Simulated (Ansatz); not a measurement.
## Relaxing a frame of liquid HfO2 from 3173 K (207 atoms)

Aim: bring a frame of liquid HfO2 from 3173 K (207 atoms) to a nearby minimum of the energy and see what moves.

Main program and level: Ansatz 0.2.0; Kohn-Sham DFT, RPBE, PAW (set soft_2), plane waves.

### 1. The structure

The cell holds 207 atoms: 69 Hf and 138 O. Its edges and angles: a = 14.354 Å, b = 14.354 Å, c = 14.354 Å, α = 90.0°, β = 90.0°, γ = 90.0°. 207 atoms (69 Zr, 138 O) placed at random at 4.77 g/cm³, melted at 4500 K for 20 ps at fixed volume with the Morse and Coulomb pair potential with partial charges (Pedone, Malavasi, Menziani, Cormack and Segre, J. Phys. Chem. B 110, 11780 (2006)). Snapshot at the end of a hold of 20 ps at 3173 K and fixed volume. Then Zr was replaced by Hf (the potential has no terms for the new elements, so the cell is a start for a DFT relaxation). The volume was set by a measured density of the final compound.

What the set-up can't give: The network of bonds at the start is that of the classical potential that made the cell. Only the Γ point is sampled, in a cell whose shortest periodic width is 14 Å. Spin–orbit coupling is left out, which matters for the levels of the heavy elements.

### 2. Single point at the start

The forces at the start show how far the geometry lies from a minimum of this functional.

The input, input.yaml:

```yaml
crystal:
  lattice:
    - [14.3538, 0.0, 0.0]
    - [0.0, 14.3538, 0.0]
    - [0.0, 0.0, 14.3538]
  atoms:
    - { symbol: Hf, position: [0.79666, 0.99618, 0.63555] }
    - { symbol: Hf, position: [0.04904, 0.84537, 0.75646] }
    - { symbol: Hf, position: [0.82163, 0.69612, 0.86769] }
    - { symbol: Hf, position: [0.4824, 0.75483, 0.16368] }
    [... 197 atom lines left out ...]
    - { symbol: O, position: [0.06795, 0.12818, 0.72165] }
    - { symbol: O, position: [0.02818, 0.0138, 0.06676] }
    - { symbol: O, position: [0.20887, 0.14994, 0.95069] }
    - { symbol: O, position: [0.91072, 0.61203, 0.79649] }
    - { symbol: O, position: [0.22529, 0.71332, 0.61996] }
    - { symbol: O, position: [0.83483, 0.25793, 0.9178] }
kpoints:
  mp_grid: { grid: [1, 1, 1] }
hamiltonian:
  xc: rpbe
scf:
  occupations: { method: fermi_dirac, width: 0.05 }
output:
  forces: true
  stress: true
  populations: true
  dos:
    method: { smearing: { sigma: 0.08 } }
    de: 0.1
    projected: { site_lists: { Hf: [Hf], O: [O] } }
  eigenvalues: true
```

Launch:

```
$ ansatz run input.yaml --threads 8 --pin off --max-ram 15872MiB --backend cpu --events-out ev --progress --plain --runs-dir out
```

Elapsed: 3.9 min, on 8 threads of Arm Neoverse V2, shared host; peak memory 7.7 GiB.

The program notes that it cut back its work space to fit the memory limit.

The run gave:

* free energy: -1164435.5414 eV
* free energy per atom: -5625.2925 eV/atom
* SCF cycles: 14
* pressure: -5.803 GPa
* r.m.s. force component: 1.53 eV/Å
* longest force: 7.742 eV/Å
* Fermi energy: 12.63 eV
* gap (highest filled to lowest empty level): 0.8573 eV
* spilling of the projection: 0.00291

The r.m.s. force component of 1.5 eV/Å and the pressure of -5.8 GPa set the starting point.

Neighbours are counted within 2.82 Å (O-Hf).

Length of the force by element and coordination:

```
element  coordination  atoms  mean length of the force (eV/Å)  spread  least  most
     Hf           all     69                             2.86    1.22  0.690  7.01
     Hf             4      2                             2.81    1.04   1.78  3.85
     Hf             5     19                             3.37    1.49   1.16  7.01
     Hf             6     36                             2.51    1.01  0.690  4.97
     Hf             7     12                             3.11    1.01   2.00  4.89
      O           all    138                             2.12    1.10  0.438  7.74
      O             2     26                             2.01   0.892  0.560  4.69
      O             3     97                             2.19    1.14  0.438  7.74
      O             4     15                             1.87    1.08  0.653  4.49
```

### 3. Cell and atoms relaxed

The cell is relaxed with the atoms, since the starting lattice needn't suit this functional.

input.yaml, the sections that differ from step 2:

```yaml
output:
  forces: true
relax:
  f_tol: 0.05
  max_steps: 108
  cell: {}
# crystal, kpoints, hamiltonian, scf: as in step 2
```

It took 54 min on 8 threads; peak memory 7.6 GiB.

The walk was cut short by its limit. What follows describes the steps that were made.

Relaxation path (22 of 25):

```
step  energy less that of the first step (eV)  largest force component (eV/Å)  pressure (GPa)  volume (Å³)
   1                                   0.0000                          5.3547           -5.80      2957.34
   2                                 -35.1510                          2.4100           -0.25      2822.47
   3                                 -50.0967                          1.5180            1.47      2787.42
   4                                 -58.9782                          1.1818            0.08      2801.24
   6                                 -66.0553                          0.4976            0.24      2789.28
   7                                 -67.9547                          0.4745            0.01      2786.86
   8                                 -69.1563                          0.4143           -0.03      2784.00
   9                                 -69.9187                          0.4576            0.01      2781.77
  10                                 -70.7334                          0.4928            0.03      2781.21
  11                                 -71.5047                          0.4984           -0.06      2782.44
  12                                 -72.1843                          0.4570           -0.01      2781.90
  14                                 -73.2458                          0.3092            0.05      2789.46
  15                                 -73.5960                          0.1886            0.05      2795.91
  16                                 -73.8345                          0.1406            0.04      2800.11
  17                                 -74.0239                          0.1150            0.03      2803.44
  18                                 -74.0437                          0.7689           -0.03      2807.48
  19                                 -74.3784                          0.4321           -0.01      2807.08
  20                                 -74.6616                          0.3262            0.01      2806.57
  22                                 -75.1257                          0.4259            0.06      2805.89
  23                                 -75.3424                          0.3249           -0.02      2810.02
  24                                 -75.5625                          0.2253           -0.04      2814.48
  25                                 -75.7195                          0.1562           -0.02      2817.55
```

```
     cell as run  before   after  change
           a (Å)  14.354  14.543  +1.3 %
           b (Å)  14.354  14.062  -2.0 %
           c (Å)  14.354  13.812  -3.8 %
           α (°)   90.00   87.74  -2.5 %
           β (°)   90.00   86.99  -3.3 %
           γ (°)   90.00   91.28  +1.4 %
volume (Å³/atom)   14.29   13.61  -4.7 %
```

The atoms that moved most (Å, as changes of fractional coordinates times the final cell):

```
atom      dx      dy      dz  length
O148  -1.234   0.940  -0.980   1.835
O157  -1.029   0.670  -0.699   1.413
O188  -0.260  -1.207  -0.572   1.360
Hf17   0.528   0.693   0.909   1.259
 O73  -0.839   0.737  -0.241   1.143
O168  -0.666   0.453  -0.798   1.134
O207   0.684  -0.606   0.658   1.126
O113  -0.683  -0.215  -0.776   1.056
```

The relaxation changed the energy by -366 meV/atom, and atoms moved by 0.63 Å r.m.s., 1.8 Å at most.

### 4. Distances and neighbours after relaxation

Bonds before and after, by the cutoffs listed below:

```
pair  bonds before  bonds after  mean before (Å)  mean after (Å)  spread before (Å)  spread after (Å)
O-Hf           403          425            2.205           2.160              0.199             0.151
```

Density 8.56 g/cm³, 13.61 Å³ an atom.

g(r), total and by pair (bins of 0.2 Å):

```
r (Å)  total   O-O  O-Hf  Hf-Hf
 1.90   0.42  0.00  0.94   0.00
 2.10   3.20  0.00  7.20   0.00
 2.30   1.00  0.00  2.23   0.00
 2.50   0.57  0.95  0.33   0.00
 2.70   1.06  2.27  0.13   0.00
 2.90   1.00  2.15  0.10   0.00
 3.10   0.89  1.79  0.13   0.33
 3.30   1.07  1.50  0.32   2.37
 3.50   0.84  0.68  0.55   2.62
 3.70   0.82  0.68  0.68   1.98
 3.90   1.04  0.72  1.04   2.41
 4.10   1.19  1.04  1.31   1.27
 4.30   1.02  0.88  1.35   0.28
 4.50   0.97  0.60  1.48   0.40
 4.70   1.07  0.63  1.60   0.71
 4.90   1.04  0.92  1.25   0.65
 5.10   0.95  0.99  0.97   0.67
 5.30   0.98  1.24  0.79   0.69
 5.50   1.01  1.23  0.81   0.89
 5.70   1.06  1.24  0.88   1.03
 5.90   1.03  1.20  0.86   1.07
 6.10   0.94  1.04  0.79   1.15
 6.30   0.89  0.94  0.76   1.22
 6.50   0.98  0.95  0.89   1.48
 6.70   1.04  0.93  1.12   1.15
```

Bonds by pair of elements; cutoffs follow the first minimum of g(r), held within bounds set by covalent radii, and pairs that aren't listed don't count as bonded:

```
pair A-B  cutoff (Å)  bonds  mean length (Å)  spread (Å)  shortest (Å)  B about A  A about B
    O-Hf        2.82    425             2.16       0.151          1.92       3.08       6.16
```

How many atoms have how many bonded neighbours:

```
element  mean   2    3   4  5   6   7  8
     Hf  6.16   0    0   0  7  45  16  1
      O  3.08  13  101  24  0   0   0  0
```

Bond angles (no mean is given where the spread exceeds 20°):

```
  angle  count  mean (°)  spread (°)
 O-Hf-O   1109         -           -
Hf-O-Hf    460       115        18.5
```

Bond length by coordination (bonds to H left out):

```
element  coordination  atoms  mean bond length (Å)
     Hf             5      7                  2.06
     Hf             6     45                  2.15
     Hf             7     16                  2.21
     Hf             8      1                  2.26
      O             2     13                  1.98
      O             3    101                  2.14
      O             4     24                  2.27
```

For some of the pairs, g(r) has its first main peak near 2.8 Å (O-O) and 2.1 Å (O-Hf). By these cutoffs 65 % of Hf atoms have 6 and 73 % of O atoms have 3 bonded neighbours. Bonds at O atoms with 2 neighbours average 1.98 Å, against 2.27 Å at those with 4.

### 5. Results

```yaml
energy_change_in_the_relaxation: -365.8 meV/atom
r_m_s_displacement: 0.631 Å
largest_displacement: 1.835 Å
wall_time_of_the_2_dft_runs: 58 min
```

What this shows: Relaxation lowers the energy by 366 meV/atom and moves atoms by 0.63 Å r.m.s. Displacements are taken in the final cell, so they leave out its strain. By the final cutoffs 26 of 403 bonded pairs parted and 48 joined. The relaxation stopped at its limit, so this isn't yet a minimum. The cell shrank by 4.7 % in volume. From the first step to the last the energy fell by 75.720 eV, and the largest move was 1.83 Å (O148). The relaxation was not finished: the largest force component stood at 0.16 eV/Å. The O-Hf bonds go from 2.205 Å (spread 0.199) to 2.160 Å (spread 0.151), and their number from 403 to 425. By these cutoffs 65 % of Hf atoms have 6 and 73 % of O atoms have 3 bonded neighbours.

Caveats: The force components of 1.5 eV/Å r.m.s. reflect the temperature of the frame as well as the gap between the generating potential and DFT. The starting topology of bonds comes from the classical model; in DFT 26 of its 403 bonded pairs passed out of the cutoffs and 48 came within them. The pressure of -5.8 GPa is that of one thermal frame at a volume set beforehand, without the kinetic term.

[Logs are printed without paths, hosts, clocks, repeated set-up lines and the standing remarks that a program may print on its own settings, such as how far it seeks lower states.]

[Hosts, paths, dates, database ids (printed as entryN), source tags and the programs' standing remarks are cut or masked in the printed files.]
